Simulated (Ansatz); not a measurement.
# TiSi2: which shell does photoemission see at 21.2 and 1486.7 eV? (PBE)

The valence band of TiSi2 mixes several shells. Work out by hand which one leads the spectrum's area at each photon energy.

Filled states come from the projected DOS of Ansatz 0.2.0 (PBE, plane waves); cross sections σ and asymmetry parameters β are those of free atoms in a Dirac–Hartree–Slater calculation. A shell's area is states × σ × angular factor, which is 1 + β·P₂(cos θ) for linear light, with θ = 0° from the polarisation and P₂ = 1.000.

**At 21.2 eV** (states counted from 11.2 eV below the zero; other shells add 0.066 to the products' sum of 23.9):

| shell | filled states a cell | cross section (Mb an electron) | β | angular factor | product | share by hand (%) | share in the simulated spectrum (%) |
| --- | --- | --- | --- | --- | --- | --- | --- |
| Ti 4s | 0.89 | 0.081 | 2.00 | 3.00 | 0.215 | 1 | 1 |
| Ti 3d | 6.46 | 2.54 | 0.16 | 1.16 | 19.1 | 80 | 80 |
| Si 3s | 4.75 | 0.129 | 2.00 | 3.00 | 1.84 | 8 | 8 |
| Si 3p | 10.61 | 0.148 | 0.75 | 1.75 | 2.74 | 11 | 11 |

**At 1486.7 eV** (states counted from 14.1 eV below the zero; other shells add 7.7e-05 to the products' sum of 0.0119):

| shell | filled states a cell | cross section (Mb an electron) | β | angular factor | product | share by hand (%) | share in the simulated spectrum (%) |
| --- | --- | --- | --- | --- | --- | --- | --- |
| Ti 4s | 1.09 | 0.000227 | 2.00 | 3.00 | 0.000743 | 6 | 6 |
| Ti 3d | 6.46 | 9.17e-05 | 0.73 | 1.73 | 0.00102 | 9 | 9 |
| Si 3s | 5.10 | 0.000534 | 2.00 | 3.00 | 0.00817 | 69 | 69 |
| Si 3p | 10.71 | 8.81e-05 | 1.00 | 2.00 | 0.00188 | 16 | 16 |

Ti 3d leads at 21.2 eV and Si 3s at 1486.7 eV. Between the two energies σ of Ti 3d changes by a factor 3.6e-5 and that of Si 3s by 0.0041, so their ratio moves 115-fold in favour of the second. The simulated spectrum uses the same rule on the energy-resolved DOS, so the two share columns agree within a few points.

Only crystals where the two columns agree within 4 points and the lead is clear are worked in this form. Free-atom cross sections ignore the solid's final states, no escape depth or background enters, and the count of states a shell hangs on the projection.
